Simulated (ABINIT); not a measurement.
## Diamond (Fd-3m, 2 atoms a cell): G0W0 in ABINIT against the bands in the self-energy

Wanted: the cheapest bands in the self-energy that holds the gap of Diamond (Fd-3m, 2 atoms a cell).

Main program and level: ABINIT 10.8.3; PBE and many-body steps on it, plane waves.

### Step 1. Starting point

The structure is cubic, space group Fd-3m (No. 227). Conventional cell: a = 3.567 Å, b = 3.567 Å, c = 3.567 Å, α = 90.00°, β = 90.00°, γ = 90.00°. C has 4 C at 1.54 Å nearest.

The cell and positions come from the Crystallography Open Database and are kept as given unless a step says otherwise.

### Step 2. Screening, 8×8×8 mesh, 210 bands, screening to 435.4 eV

This step: ABINIT 10.8.3; RPA screening on PBE, plane waves, norm-conserving pseudopotentials.

The RPA dielectric matrix is built and inverted for each q.

Contents of run.abi:

```
acell 3*1.0 Angstrom
rprim 
  -0.000000000000 1.783370000000 1.783370000000
  1.783370000000 0.000000000000 1.783370000000
  1.783370000000 1.783370000000 0.000000000000
ntypat 1
znucl 6
natom 2
typat 1 1
xred 
  0.000000000000 0.000000000000 -0.000000000000
  0.250000000000 0.250000000000 0.250000000000
pp_dirpath "pseudos"
pseudos "C.upf"
ecut 37
ngkpt 8 8 8
nshiftk 1
shiftk 0 0 0
kptopt 1
chksymbreak 0
istwfk *1
occopt 1
irdwfk 1
optdriver 3
nband 210
ecuteps 16
inclvkb 2
awtr 1
symchi 1
indata_prefix "in"
outdata_prefix "out"
tmpdata_prefix "tmp"
```

Launch:

```sh
$ OMP_NUM_THREADS=1 mpirun -n 4 abinit run.abi > log
```

What it wrote:

```text
.Version 10.8.3 of ABINIT. v10.8.2 released Aug 2026.

 Symmetries : space group Fd -3 m (#227); Bravais cF (face-center cubic)
[... echo of the input left out ...]
== DATASET  1 ==================================================================
-   mpi_nproc: 4, omp_nthreads: 1 (-1 if OMP is not activated)

--- !DatasetInfo
iteration_state: {dtset: 1, }
dimensions: {natom: 2, nkpt: 29, mband: 210, nsppol: 1, nspinor: 1, nspden: 1, mpw: 869, }
cutoff_energies: {ecut:  37.0, pawecutdg:  -1.0, }
electrons: {nelect:   8.00000000E+00, charge:   0.00000000E+00, occopt:   1.00000000E+00, tsmear:   1.00000000E-02, }

 SCREENING: Calculation of the susceptibility and dielectric matrices

 Based on a program developped by R.W. Godby, V. Olevano, G. Onida, and L. Reining.
 Incorporated in ABINIT by V. Olevano, G.-M. Rignanese, and M. Torrent.
.Using double precision arithmetic ; gwpc =  8

[... cell and pseudopotentials left out ...]
--------------------------------------------------------------------------------

 ==== K-mesh for the wavefunctions ====
 Number of points in the irreducible wedge :    29
[... list of points left out ...]
 Together with 48 symmetry operations and time-reversal symmetry
 yields   512 points in the full Brillouin Zone.

 ==== Q-mesh for the screening function ====
 Number of points in the irreducible wedge :    29
[... list of points left out ...]
 Together with 48 symmetry operations and time-reversal symmetry
 yields   512 points in the full Brillouin Zone.

 setmesh: FFT mesh size selected  =    24x   24x   24
          total number of points  =        13824

 vcoul_init : cutoff-mode = AUXILIARY_FUNCTION
 q-points for optical limit:   1
     1)      0.000010    0.000020    0.000030

- screening: taking advantage of time-reversal symmetry
- Maximum band index for partially occupied states nbvw = 4
- Remaining bands to be divided among processors   nbcw = 206
- Number of bands treated by each node ~51

 Number of electrons calculated from density =    8.0000; Expected =    8.0000
 average of density, n =  0.104505
 r_s =    1.3170
 omega_plasma =   31.1835 [eV]

 calculating chi0 at frequencies [eV] :
  1    0.000000E+00    0.000000E+00
  2    0.000000E+00    3.118352E+01

--------------------------------------------------------------------------------
  q-point number  1        q = ( 0.000000, 0.000000, 0.000000) [r.l.u.]
--------------------------------------------------------------------------------
[... chi0 elements left out ...]
 For q-point:  0.000010 0.000020 0.000030
  dielectric constant =   5.5091
  dielectric constant without local fields =   5.9491

  Average fulfillment of the sum rule on Im[epsilon] for q-point    1 :     99.09  [%]
[... wings left out ...]
  q-point number  2        q = ( 0.125000, 0.000000, 0.000000) [r.l.u.]
--------------------------------------------------------------------------------
[... chi0 elements left out ...]
  Average fulfillment of the sum rule on Im[epsilon] for q-point    2 :    100.81  [%]

 [... 27 further q-points ...]
```

Elapsed: 4.3 min, on 4 MPI ranks of AMD EPYC 9R45, shared host; peak memory 2.2 GiB; 17 min of CPU time.

This step gave:

- ε∞ with local fields, on this mesh, along the program's q direction: 5.509
- the same without local fields: 5.949
- plasma frequency: 31.18 eV
- plane waves in the screening matrix: 259

Local fields lower ε∞ by 7 %.

### Step 3. 12 bands

This step: G0W0 on PBE, plane waves, norm-conserving pseudopotentials.

Changes to run.abi since step 2:

```diff
@@ -23,8 +23,17 @@
 irdwfk 1
-optdriver 3
-nband 210
+optdriver 4
+nband 12
+gwcalctyp 0
+ecutsigx 37
+symsigma 1
+nkptgw 2
+kptgw 
+  0.0000000000 0.0000000000 0.0000000000
+  0.3750000000 0.3750000000 0.0000000000
+bdgw 
+  2 7
+  3 6
 ecuteps 16
-inclvkb 2
-awtr 1
-symchi 1
+irdscr 1
+ppmodel 1
 indata_prefix "in"
```

What it wrote:

```text
.Version 10.8.3 of ABINIT. v10.8.2 released Aug 2026.

 Symmetries : space group Fd -3 m (#227); Bravais cF (face-center cubic)
[... echo of the input left out ...]
== DATASET  1 ==================================================================
-   mpi_nproc: 4, omp_nthreads: 1 (-1 if OMP is not activated)

--- !DatasetInfo
iteration_state: {dtset: 1, }
dimensions: {natom: 2, nkpt: 29, mband: 12, nsppol: 1, nspinor: 1, nspden: 1, mpw: 869, }
cutoff_energies: {ecut:  37.0, pawecutdg:  -1.0, }
electrons: {nelect:   8.00000000E+00, charge:   0.00000000E+00, occopt:   1.00000000E+00, tsmear:   1.00000000E-02, }

 SIGMA: Calculation of the GW corrections

 Based on a program developped by R.W. Godby, V. Olevano, G. Onida, and L. Reining.
 Incorporated in ABINIT by V. Olevano, G.-M. Rignanese, and M. Torrent.
.Using double precision arithmetic ; gwpc =  8

[... cell and pseudopotentials left out ...]
--------------------------------------------------------------------------------

 ==== K-mesh for the wavefunctions ====
 Number of points in the irreducible wedge :    29
[... list of points left out ...]
 Together with 48 symmetry operations and time-reversal symmetry
 yields   512 points in the full Brillouin Zone.

 ==== Q-mesh for screening function ====
 Number of points in the irreducible wedge :    29
[... list of points left out ...]
 Together with 48 symmetry operations and time-reversal symmetry
 yields   512 points in the full Brillouin Zone.

 vcoul_init : cutoff-mode = AUXILIARY_FUNCTION
 q-points for optical limit:   1
     1)      0.000010    0.000020    0.000030
 setmesh: FFT mesh size selected  =    32x   32x   32
          total number of points  =        32768

 Number of electrons calculated from density =    8.0000; Expected =    8.0000
 average of density, n =  0.104505
 r_s =    1.3170
 omega_plasma =   31.1835 [eV]

 === KS Band Gaps ===
  >>>> For spin  1
   Minimum direct gap =   5.6255 [eV], located at k-point      :   0.0000  0.0000  0.0000
   Fundamental gap    =   4.1901 [eV], Top of valence bands at :   0.0000  0.0000  0.0000
                                       Bottom of conduction at :   0.3750  0.3750  0.0000
 SIGMA fundamental parameters:
 PLASMON POLE MODEL  1
 number of plane-waves for SigmaX                  869
 number of plane-waves for SigmaC and W            259
 number of plane-waves for wavefunctions           869
 number of bands                                    12
 number of independent spin polarizations            1
 number of spinorial components                      1
 number of k-points in IBZ                          29
 number of q-points in IBZ                          29
 number of symmetry operations                      48
 number of k-points in BZ                          512
 number of q-points in BZ                          512
 number of frequencies for dSigma/dE                 9
 frequency step for dSigma/dE [eV]                0.25
 number of omega for Sigma on real axis              0
 max omega for Sigma on real axis  [eV]           0.00
 zcut for avoiding poles [eV]                     0.10

 EPSILON^-1 parameters (SCR file):
 dimension of the eps^-1 matrix on file            259
 dimension of the eps^-1 matrix used               259
 number of plane-waves for wavefunctions           869
 number of bands                                   210
 number of q-points in IBZ                          29
 number of frequencies                               2
 number of real frequencies                          1
 number of imag frequencies                          1

 matrix elements of self-energy operator (all in [eV])

 Perturbative Calculation

--- !SelfEnergy_ee
iteration_state: {dtset: 1, }
kpoint     : [   0.000,    0.000,    0.000, ]
spin       : 1
KS_gap     :    5.626
QP_gap     :    7.511
Delta_QP_KS:    1.885
data: !SigmaeeData |
     Band     E0 <VxcDFT>   SigX SigC(E0)      Z dSigC/dE  Sig(E)    E-E0       E
        2  10.293 -16.962 -19.293   2.652   0.839  -0.192 -16.692   0.270  10.563
        3  10.293 -16.962 -19.293   2.652   0.839  -0.192 -16.692   0.270  10.563
        4  10.293 -16.962 -19.293   2.652   0.839  -0.192 -16.692   0.270  10.563
        5  15.918 -15.643  -9.539  -3.543   0.842  -0.188 -13.488   2.155  18.073
        6  15.918 -15.643  -9.539  -3.543   0.842  -0.188 -13.488   2.155  18.073
        7  15.918 -15.643  -9.539  -3.543   0.842  -0.188 -13.488   2.155  18.073

--- !SelfEnergy_ee
iteration_state: {dtset: 1, }
kpoint     : [   0.375,    0.375,    0.000, ]
spin       : 1
KS_gap     :    9.944
QP_gap     :   11.705
Delta_QP_KS:    1.761
data: !SigmaeeData |
     Band     E0 <VxcDFT>   SigX SigC(E0)      Z dSigC/dE  Sig(E)    E-E0       E
        3   4.539 -15.969 -20.469   4.130   0.822  -0.217 -16.273  -0.304   4.235
        4   4.539 -15.969 -20.469   4.130   0.822  -0.217 -16.273  -0.304   4.235
        5  14.483 -14.094  -8.673  -3.706   0.849  -0.177 -12.637   1.457  15.940
        6  17.096 -13.238  -7.304  -4.231   0.851  -0.175 -11.789   1.449  18.545

== END DATASET(S) ==============================================================
================================================================================

 -outvars: echo values of variables after computation  --------
           etotal      0.0000000000E+00
            nband          12
             nkpt          29
          spgroup         227
 [... the other variables as echoed above ...]

 Calculation completed.
```

It took 5 s on 4 MPI ranks; peak memory 0.96 GiB.

Numbers from this step:

| Quantity | Value |
| --- | --- |
| G0W0 gap on the points computed | 5.377 eV |
| starting gap on the mesh | 4.190 eV |
| k of the valence top | 0, 0, 0 |
| k of the conduction bottom | 0.375, 0.375, 0 |
| Z at the valence top | 0.839 |
| Z at the conduction bottom | 0.849 |
| least direct G0W0 gap on the computed points | 7.51 eV |

### Step 4. 22 bands

Changes to run.abi since step 3:

```diff
@@ -24,3 +24,3 @@
 optdriver 4
-nband 12
+nband 22
 gwcalctyp 0
```

What it wrote:

```text
.Version 10.8.3 of ABINIT. v10.8.2 released Aug 2026.

 Symmetries : space group Fd -3 m (#227); Bravais cF (face-center cubic)
[... echo of the input left out ...]
== DATASET  1 ==================================================================
-   mpi_nproc: 4, omp_nthreads: 1 (-1 if OMP is not activated)

--- !DatasetInfo
iteration_state: {dtset: 1, }
dimensions: {natom: 2, nkpt: 29, mband: 22, nsppol: 1, nspinor: 1, nspden: 1, mpw: 869, }
cutoff_energies: {ecut:  37.0, pawecutdg:  -1.0, }
electrons: {nelect:   8.00000000E+00, charge:   0.00000000E+00, occopt:   1.00000000E+00, tsmear:   1.00000000E-02, }

 SIGMA: Calculation of the GW corrections

 Based on a program developped by R.W. Godby, V. Olevano, G. Onida, and L. Reining.
 Incorporated in ABINIT by V. Olevano, G.-M. Rignanese, and M. Torrent.
.Using double precision arithmetic ; gwpc =  8

[... cell and pseudopotentials left out ...]
--------------------------------------------------------------------------------

 ==== K-mesh for the wavefunctions ====
 Number of points in the irreducible wedge :    29
[... list of points left out ...]
 Together with 48 symmetry operations and time-reversal symmetry
 yields   512 points in the full Brillouin Zone.

 ==== Q-mesh for screening function ====
 Number of points in the irreducible wedge :    29
[... list of points left out ...]
 Together with 48 symmetry operations and time-reversal symmetry
 yields   512 points in the full Brillouin Zone.

 vcoul_init : cutoff-mode = AUXILIARY_FUNCTION
 q-points for optical limit:   1
     1)      0.000010    0.000020    0.000030
 setmesh: FFT mesh size selected  =    32x   32x   32
          total number of points  =        32768

 Number of electrons calculated from density =    8.0000; Expected =    8.0000
[...]
number of omega for Sigma on real axis              0
 max omega for Sigma on real axis  [eV]           0.00
 zcut for avoiding poles [eV]                     0.10

 EPSILON^-1 parameters (SCR file):
 dimension of the eps^-1 matrix on file            259
 dimension of the eps^-1 matrix used               259
 number of plane-waves for wavefunctions           869
 number of bands                                   210
 number of q-points in IBZ                          29
 number of frequencies                               2
 number of real frequencies                          1
 number of imag frequencies                          1

 matrix elements of self-energy operator (all in [eV])

 Perturbative Calculation

--- !SelfEnergy_ee
iteration_state: {dtset: 1, }
kpoint     : [   0.000,    0.000,    0.000, ]
spin       : 1
KS_gap     :    5.626
QP_gap     :    7.431
Delta_QP_KS:    1.805
data: !SigmaeeData |
     Band     E0 <VxcDFT>   SigX SigC(E0)      Z dSigC/dE  Sig(E)    E-E0       E
        2  10.293 -16.962 -19.293   1.987   0.834  -0.200 -17.249  -0.286  10.007
        3  10.293 -16.962 -19.293   1.987   0.834  -0.200 -17.249  -0.286  10.007
        4  10.293 -16.962 -19.293   1.987   0.834  -0.200 -17.249  -0.286  10.007
[...]
--- !SelfEnergy_ee
iteration_state: {dtset: 1, }
kpoint     : [   0.375,    0.375,    0.000, ]
spin       : 1
KS_gap     :    9.944
QP_gap     :   11.640
Delta_QP_KS:    1.695
data: !SigmaeeData |
     Band     E0 <VxcDFT>   SigX SigC(E0)      Z dSigC/dE  Sig(E)    E-E0       E
[...]
5  14.483 -14.094  -8.673  -4.308   0.844  -0.185 -13.155   0.940  15.422
        6  17.096 -13.238  -7.304  -4.855   0.845  -0.183 -12.326   0.912  18.008

== END DATASET(S) ==============================================================
================================================================================

 -outvars: echo values of variables after computation  --------
           etotal      0.0000000000E+00
            nband          22
             nkpt          29
          spgroup         227
 [... the other variables as echoed above ...]

 Calculation completed.
```

Run time: 8.2 s. Hardware: 4 MPI ranks; peak memory 1 GiB; 32 s of CPU time.

This step gave:

| Property | Result |
| --- | --- |
| G0W0 gap on the points computed | 5.415 eV |
| starting gap on the mesh | 4.190 eV |
| k of the valence top | 0, 0, 0 |
| k of the conduction bottom | 0.375, 0.375, 0 |
| Z at the valence top | 0.834 |
| Z at the conduction bottom | 0.844 |
| least direct G0W0 gap on the computed points | 7.431 eV |

(Part 1 of 2 ends here.)

[Paths, hosts, dates, memory and timing lines, banners, echoed tables and standing remarks are left out of the program output.]

[Logs are printed without paths, hosts, clocks, repeated set-up lines and the standing remarks that a program may print on its own settings, such as how far it seeks lower states.]

[Runs of the session that timed out or met a known fault of the program may be left out.]

[No measured gap is set beside runs whose start may be inverted or whose files or cutoffs have a known fault.]

[Hosts, paths, dates, database ids (printed as entryN), source tags and the programs' standing remarks are cut or masked in the printed files.]

[G0W0 gaps are taken among the corrected bands and points alone; a level outside them can change the order at an edge.]

[Where Ansatz stands beside ABINIT at settings called matched, ABINIT's density can come from a denser mesh and the files from another edition; pairs whose starting gaps differed by over 0.03 eV were left out, so agreement reads better than it is.]
